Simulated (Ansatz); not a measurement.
# LuVO4 (I4_1/a): how G0W0 depends on its starting point

How much of the starting functional survives in the G0W0 gap of LuVO4 (I4_1/a)?

Main program and level: Ansatz 0.2.0; G0W0 on several functionals, plane waves, PAW.

In doubt: one-shot GW on d or f shells is unsure, so the values of those runs are not to be relied on.

## (1) Starting point

Symmetry: I4_1/a, No. 88, tetragonal system. The conventional cell has a = 4.938 Å, b = 4.938 Å, c = 10.878 Å, α = 90.00°, β = 90.00°, γ = 90.00°. Lu has 8 O at 2.28 to 2.32 Å nearest. Nearest to V lie 4 O at 1.72 Å. Nearest to O lie 1 V at 1.72 Å and 2 Lu at 2.28 to 2.32 Å. Farther neighbours and most contacts between anions are not listed.

The cell is the Materials Project's (PBE, PBE+U or r2SCAN) relaxed one; the ions were relaxed with r2SCAN. Spin-orbit coupling is left out unless a step names it.

## (2) G0W0 on r2SCAN

Now the one-shot GW correction: screening in the RPA, then the self-energy of the levels asked for. This step takes hard PAW files.

This step: G0W0 on r2SCAN, plane waves, PAW.

Contents of input.yaml:

```yaml
crystal:
  lattice:
    - [-2.4692367723, 2.4692367723, 5.4391946445]
    - [2.4692367723, -2.4692367723, 5.4391946445]
    - [2.4692367723, 2.4692367723, -5.4391946445]
  atoms:
    - { symbol: Lu, position: [0.5, 0.5, 0.0] }
    - { symbol: Lu, position: [0.25, 0.75, 0.5] }
    - { symbol: V, position: [0.0, 0.0, 0.0] }
    - { symbol: V, position: [0.75, 0.25, 0.5] }
    - { symbol: O, position: [0.9293179326, 0.8262512803, 0.591803214] }
    - { symbol: O, position: [0.5762512803, 0.4844480663, 0.3969333477] }
    - { symbol: O, position: [0.0875147186, 0.1793179326, 0.6030666523] }
    - { symbol: O, position: [0.2344480663, 0.3375147186, 0.408196786] }
    - { symbol: O, position: [0.5155519337, 0.9124852814, 0.091803214] }
    - { symbol: O, position: [0.6624852814, 0.0706820674, 0.8969333477] }
    - { symbol: O, position: [0.1737487197, 0.7655519337, 0.1030666523] }
    - { symbol: O, position: [0.8206820674, 0.4237487197, 0.908196786] }
kpoints:
  mp_grid: { grid: [4, 4, 4] }
hamiltonian:
  xc: r2scan
  pseudopotentials: { kind: paw, source: ansatz }
scf:
  occupations: { method: fixed }
gw:
  n_empty_bands: 788
  ecut_chi: 190.0
  qp_bands: [v4, c4]
  qp_kpoints: band_edges
  screening: { model: contour_deformation }
```

Run with:

```bash
$ ansatz run input.yaml --threads 4 --pin off --max-ram 138240MiB --backend cuda --events-out ev --progress --plain --runs-dir out --devices 1 --max-vram 26GiB
```

Numbers of over 12 decimals in the logs are rounded to 6 here.

Log:

```text
GPUs: using 1 of 1 available (devices: 1).
Engine: ansatz 0.2.0, x86_64-unknown-linux-gnu
Pseudopotentials: kind: paw
Pseudopotential: Lu, paw, valence charge 25, recommended cutoff 680 eV (normal), Lu.paw.azcp
Pseudopotential: V, paw, valence charge 13, recommended cutoff 840 eV (normal), V.paw.azcp
Pseudopotential: O, paw, valence charge 6, recommended cutoff 1050 eV (meta_gga), O.paw.azcp
Functional definition: r2SCAN
  parameter k0 = 0.174
  parameter k1 = 0.065
  parameter a1 = 4.9479
  exchange = r2scan_x(k0 = k0, k1 = k1, a1 = a1)
  correlation = r2scan_c
device memory: the entry about to start is reckoned to put 5.8 GiB on a device that reports 45.4 GiB free (of which the cap on the GPU budget leaves the run 26.0 GiB)
GPU FFT provider: cuFFT
GPU libraries: cuBLAS 13.8.2, cuFFT 12.4.0, cuSOLVER 12.3.4
Crystal: 12 atoms, lattice volume = 132.654 Å³
Basis set: ecut = 1050 eV, 10193 PW (Γ), exchange–correlation on 320×320×320 points (64 copies of the dense FFT grid, shifted against one another)
Bands: 75, of which v1, the nominal top of the filled ones, is band 62 counted from 1 (61 counted from 0)
Symmetry: 8 space group operations
Space group: I41/a (ITA 88), of the structure as read, at distance tolerance 5.1e-5 Å
k-points: 14 of 64
Non-local potential: Lu, projectors of the file, l = 0: 3, l = 1: 3, l = 2: 2, l = 3: 3
Non-local potential: V, projectors of the file, l = 0: 2, l = 1: 2, l = 2: 2, l = 3: 1
Non-local potential: O, projectors of the file, l = 0: 2, l = 1: 2, l = 2: 1
PAW form: soft (Blöchl's): semilocal exchange-correlation on the pseudo side does not see the compensation charge
PAW frozen core: Lu, regenerated for the run's functional (the file was generated under x = pbe(κ = 0.804, μ = 0.219515), c = pbe(β = 0.066725))
PAW frozen core: V, regenerated for the run's functional (the file was generated under x = pbe(κ = 0.804, μ = 0.219515), c = pbe(β = 0.066725))
PAW frozen core: O, regenerated for the run's functional (the file was generated under x = pbe(κ = 0.804, μ = 0.219515), c = pbe(β = 0.066725))
PAW one-centre angular grid: Lu, 974 points (default); XC on 224 Gauss nodes
PAW one-centre angular grid: V, 590 points (default); XC on 160 Gauss nodes
PAW one-centre angular grid: O, 302 points (default); XC on 160 Gauss nodes
Initial density: superposition of atomic densities (chi_scale 0.1, normalization cell, long waves kept (reshape's long-wave potential 0.02 eV rms))
Initial wavefunctions: pseudopotential atomic-orbital guess
GPU buffer pool allocated for 512000 grid points (all kernels)
GPU transforms: local potential and band sums: pruned to the plane-wave sphere, on 72×72×72
Functional: x = r2scan, c = r2scan; τ floored in thin density (d = 2e-4 eV/Å³)
SCF iter   1: F=—  HF=-39922.040786 eV  |F-HF|=—  |Δ(HF+E_count)|=         —  Δρ=1.24e-1  dr2=2.39e1  dr2_τ=4.10e0  ethr=3.10e-3  ⟨swp⟩=5.1  Hψ=4073  notcnv=0  defer=107
preconditioner: auto → Resta (q_TF=auto, 2.698 Å⁻¹)  ε∞=5.7  [insulator: Δε(μ)=3.876 eV  Ē_g=15.141 eV  n_scr=36 (ndim 8)  ℏωp=32.9 eV  f_vac=0.000  ε∞_Penn≈5.7]
SCF iter   2: F=—  HF=-39917.844521 eV  |F-HF|=—  |Δ(HF+E_count)|=    4.20e0  Δρ=7.68e-2  dr2=6.91e0  dr2_τ=5.37e0  ethr=3.10e-3  ⟨swp⟩=4.1  Hψ=2280  notcnv=0  defer=129
SCF iter   3: F=—  HF=-39917.061864 eV  |F-HF|=—  |Δ(HF+E_count)|=   7.83e-1  Δρ=4.21e-2  dr2=3.07e0  dr2_τ=9.05e-1  ethr=3.10e-3  ⟨swp⟩=4.0  Hψ=1879  notcnv=0  defer=134
SCF iter   4: F=—  HF=-39916.776188 eV  |F-HF|=—  |Δ(HF+E_count)|=   2.86e-1  Δρ=2.58e-2  dr2=8.50e-1  dr2_τ=2.42e-1  ethr=2.48e-3  ⟨swp⟩=4.0  Hψ=1572  notcnv=0  defer=148
SCF iter   5: F=—  HF=-39916.531672 eV  |F-HF|=—  |Δ(HF+E_count)|=   2.45e-1  Δρ=7.83e-3  dr2=8.73e-2  dr2_τ=1.20e-2  ethr=6.86e-4  ⟨swp⟩=3.1  Hψ=1880  notcnv=0  defer=132
SCF iter   6: F=—  HF=-39916.531287 eV  |F-HF|=—  |Δ(HF+E_count)|=   3.85e-4  Δρ=3.63e-3  dr2=1.80e-2  dr2_τ=8.37e-3  ethr=7.04e-5  ⟨swp⟩=4.9  Hψ=2046  notcnv=0  defer=154
SCF iter   7: F=—  HF=-39916.529287 eV  |F-HF|=—  |Δ(HF+E_count)|=   2.00e-3  Δρ=1.66e-3  dr2=3.95e-3  dr2_τ=5.58e-4  ethr=1.45e-5  ⟨swp⟩=4.0  Hψ=1833  notcnv=0  defer=154
SCF iter   8: F=—  HF=-39916.528837 eV  |F-HF|=—  |Δ(HF+E_count)|=   4.50e-4  Δρ=2.46e-4  dr2=1.01e-4  dr2_τ=4.76e-5  ethr=3.19e-6  ⟨swp⟩=3.4  Hψ=1526  notcnv=0  defer=154
SCF iter   9: F=—  HF=-39916.528834 eV  |F-HF|=—  |Δ(HF+E_count)|=   2.82e-6  Δρ=6.80e-5  dr2=8.10e-6  dr2_τ=7.00e-7  ethr=8.12e-8  ⟨swp⟩=2.4  Hψ=1621  notcnv=0  defer=148
SCF iter  10: F=—  HF=-39916.528833 eV  |F-HF|=—  |Δ(HF+E_count)|=   3.85e-7  Δρ=1.17e-5  dr2=1.52e-7  dr2_τ=2.75e-8  ethr=6.53e-9  ⟨swp⟩=2.0  Hψ=1432  notcnv=0  defer=134
SCF iter  11: F=-39916.528833 eV  HF=-39916.528833 eV  |F-HF|=1.02e-9  |Δ(HF+E_count)|=   4.82e-9  Δρ=1.55e-6  dr2=2.41e-9  dr2_τ=1.49e-9  ethr=8.06e-11  ⟨swp⟩=14.4  Hψ=4683  notcnv=0
SCF 1 converged in 11 iterations: F = -39916.528833 eV  dr2 = 2.41e-9
  greatest PAW one-centre occupation: 0.993 electrons in one spin orbital (limit 2), on the Lu atom at site 1 (counted from 0), in its partial waves of l = 0
device memory: the entry about to start is reckoned to put 6.4 GiB (of the 6.6 GiB reckoned in all, the device holds 0.2 GiB already) on a device that reports 45.3 GiB free (of which the cap on the GPU budget leaves the run 25.8 GiB)
NSCF: frozen V_eff on 14 k-points
the band table was solved once the SCF had ended and its energy, with any forces and stress, was formed, with the checks that follow a solve (4578 applications of the Hamiltonian). They found nothing against the state; the energy, forces and stress were not computed again (output.eigenvalues in the input reference)
device memory: the entry about to start is reckoned to put 10.8 GiB on a device that reports 45.5 GiB free (of which the cap on the GPU budget leaves the run 26.0 GiB)
NSCF: frozen V_eff on 14 k-points
G₀W₀ screening: q 1/14
[... further progress lines ...]
device memory: the entry about to start is reckoned to put 1.0 GiB on a device that reports 65.7 GiB free (of which the cap on the GPU budget leaves the run 26.0 GiB)
NSCF: frozen V_eff on 1 k-points
device memory: the entry about to start is reckoned to put 1.0 GiB on a device that reports 66.3 GiB free (of which the cap on the GPU budget leaves the run 26.0 GiB)
NSCF: frozen V_eff on 1 k-points
SCF converged after 11 iterations
Free energy (F): -39916.528833 eV
Harris-Foulkes:  -39916.528833 eV  (|F-HF|=1.02e-9)
Internal energy: -39916.528833 eV  (E = F + TS)
E sigma→0 (E₀):  -39916.528833 eV
Fermi energy:    10.220503 eV
--- Per-component energies (eV) ---
  E_band       = -442.765091
  E_kinetic    = 4237.728465
  E_local      = -23102.527783  (includes V_loc(G=0)·N_el)
  E_nonlocal   = 5259.783184
  E_hartree    = 7385.960463
  E_xc         = -1513.783853
  E_vxc        = -2130.078951  (∫ρ·V_xc dr)
  E_paw        = -18050.054118  (= ΣΔE_a)
  E_vpaw       = 378.152300  (= ΣTr[D̂ρ^β])
  E_aug_tail   = -0.000046  (compensation charges beyond the density's cutoff)
  E_vtau       = 142.256996  (kinetic-family band-sum trace: ∫τ·v_τ [+ j·A + Jᵃ·Aᵃ] dr)
  E_ewald      = -14134.105990
  E_core_change = 0.470844  (= ΣΔE_core)
  E_smearing   = -0.000000  (= −TS)
  E_closure    = 0.000000  (closes the sum)
  Σ components = -39916.528833   (vs F -39916.528833, Δ=0.00e0)
--- Band table (eV; the first three rows and the last of 14) ---
  k-point 0: bands = [... 58 lower, 9.4659, 9.8598, 10.2205, 10.2205, 13.1652, 13.6140, 13.8306, 13.9099, ... 9 higher]
  k-point 1: bands = [... 58 lower, 9.5587, 9.7423, 9.7595, 9.9875, 13.4044, 13.7583, 13.8365, 14.1344, ... 9 higher]
  k-point 2: bands = [... 58 lower, 9.6637, 9.6637, 9.7945, 9.7945, 13.4323, 13.4323, 14.1266, 14.1266, ... 9 higher]
  k-point 13: bands = [... 58 lower, 9.7397, 9.7397, 10.1338, 10.1338, 13.3261, 13.3261, 13.6977, 13.6977, ... 9 higher]
--- G₀W₀: contour deformation, 7 samples at zero and on the imaginary axis and 1 off it, 64 q-points, 788 empty bands' worth ---
  eigenvalues of the whole cell's RPA ε∞ on this k-mesh (on a slab, of 1 + 4πα/V) = 4.2994, 4.7721, 4.7721; static W/v taken at q = 0 is 0.215635
  bands read: the sum over 850 bands ends inside a degenerate multiplet in 1 slot, whose members it reads at an even weight; the widest, k=9: bands 850 to 851 (counted from 1) at 1/2 each
  gw.qp_kpoints: band_edges: 14 of 14 stored k-points solved, in 1 pass; an edge of the gap read off the rows below is read off those points alone
    ik  band        ε_KS         Σx   Σc(E_QP)       V_xc       Z   E_QP_lin       E_QP  E_QP is
     0    59      9.4659   -32.5503     5.0652   -26.8265  0.7378     8.7995     8.8074  root
     0    60      9.8598   -29.5682     4.6460   -24.3930  0.7431     9.3260     9.3306  root
     0    61     10.2205   -27.5012     4.3972   -22.6840  0.7402     9.7977     9.8005  root
     0    62     10.2205   -27.5012     4.3972   -22.6840  0.7402     9.7977     9.8005  root
     0    63     13.1652   -15.8816    -6.8161   -23.8246  0.7323    14.3143    14.2921  root
     0    64     13.6140   -16.4105    -6.5651   -24.1224  0.7327    14.7837    14.7609  root
     0    65     13.8306   -16.6515    -6.4109   -24.2126  0.7324    15.0041    14.9808  root
     0    66     13.9099   -17.0558    -6.3527   -24.5689  0.7212    15.0975    15.0703  root
     1    59      9.5587   -31.8465     5.1226   -26.0839  0.7362     8.9111     8.9187  root
     1    60      9.7423   -28.8940     4.5262   -23.8683  0.7400     9.2387     9.2429  root
     1    61      9.7595   -28.6475     4.5449   -23.6113  0.7410     9.2643     9.2683  root
     1    62      9.9875   -27.5418     4.4623   -22.6370  0.7387     9.5417     9.5450  root
     1    63     13.4044   -16.3117    -6.6152   -24.0686  0.7297    14.5698    14.5461  root
     1    64     13.7583   -16.9543    -6.2875   -24.3968  0.7254    14.9387    14.9133  root
     1    65     13.8365   -16.8281    -6.4134   -24.4060  0.7290    15.0254    15.0010  root
     1    66     14.1344   -17.3511    -6.3289   -24.8572  0.7236    15.3385    15.3116  root
     2    59      9.6637   -28.1388     4.5309   -23.1212  0.7366     9.1728     9.1770  root
     2    60      9.6637   -28.1388     4.5309   -23.1212  0.7366     9.1728     9.1770  root
     2    61      9.7945   -32.5905     5.0819   -26.8712  0.7404     9.1502     9.1572  root
     2    62      9.7945   -32.5905     5.0819   -26.8712  0.7404     9.1502     9.1572  root
     2    63     13.4323   -16.3125    -6.3499   -23.8023  0.7328    14.5950    14.5722  root
     2    64     13.4323   -16.3125    -6.3499   -23.8023  0.7328    14.5950    14.5722  root
     2    65     14.1266   -17.3278    -6.3051   -24.8162  0.7236    15.3369    15.3099  root
     2    66     14.1266   -17.3278    -6.3051   -24.8162  0.7236    15.3369    15.3099  root
[...]
13    59      9.7397   -30.1176     4.7143   -24.8566  0.7424     9.1880     9.1929  root
    13    60      9.7397   -30.1176     4.7143   -24.8566  0.7424     9.1880     9.1929  root
    13    61     10.1338   -26.9785     4.2968   -22.2740  0.7386     9.7234     9.7261  root
    13    62     10.1338   -26.9785     4.2968   -22.2740  0.7386     9.7234     9.7261  root
    13    63     13.3261   -15.9319    -6.5478   -23.5961  0.7355    14.4639    14.4425  root
    13    64     13.3261   -15.9319    -6.5478   -23.5961  0.7355    14.4639    14.4425  root
    13    65     13.6977   -16.6276    -6.4857   -24.2614  0.7303    14.8695    14.8458  root
    13    66     13.6977   -16.6276    -6.4857   -24.2614  0.7303    14.8695    14.8458  root
```

Elapsed: 2.9 min, on 1 × NVIDIA H100 80GB HBM3 (shared by 3 runs) with 4 threads of AMD EPYC 7R13 (Zen 3), shared host; peak memory 6.3 GiB; 4.9 min of CPU time.

This step gave:

- bands summed: 850
- RPA ε∞ on this mesh (eigenvalues): 4.299, 4.772, 4.772
- plane waves in the screening matrix: 809
- q-points in the mesh: 64
- G0W0 gap on the mesh: 4.492 eV
- k of the valence top: 0, 0, 0
- k of the conduction bottom: 0, 0, 0
- starting gap on the mesh: 2.945 eV
- Z at the valence top: 0.7402
- Z at the conduction bottom: 0.7323
- least direct G0W0 gap on the computed points: 4.492 eV

The gap on the mesh goes from 2.94 eV to 4.49 eV, a correction of +1.55 eV. Between the two edge states, bare exchange in place of the xc potential would open the gap by 12.76 eV, and correlation takes back 11.21 eV.

[end of part 1 of 2]

[Paths, hosts, dates, memory and timing lines, banners, echoed tables and standing remarks are left out of the program output.]

[Logs are printed without paths, hosts, clocks, repeated set-up lines and the standing remarks that a program may print on its own settings, such as how far it seeks lower states.]

[Runs of the session that timed out or met a known fault of the program may be left out.]

[Cells called generated may have been cut or substituted from an entry of the Crystallography Open Database or the Materials Project.]

[Hosts, paths, dates, database ids (printed as entryN), source tags and the programs' standing remarks are cut or masked in the printed files.]
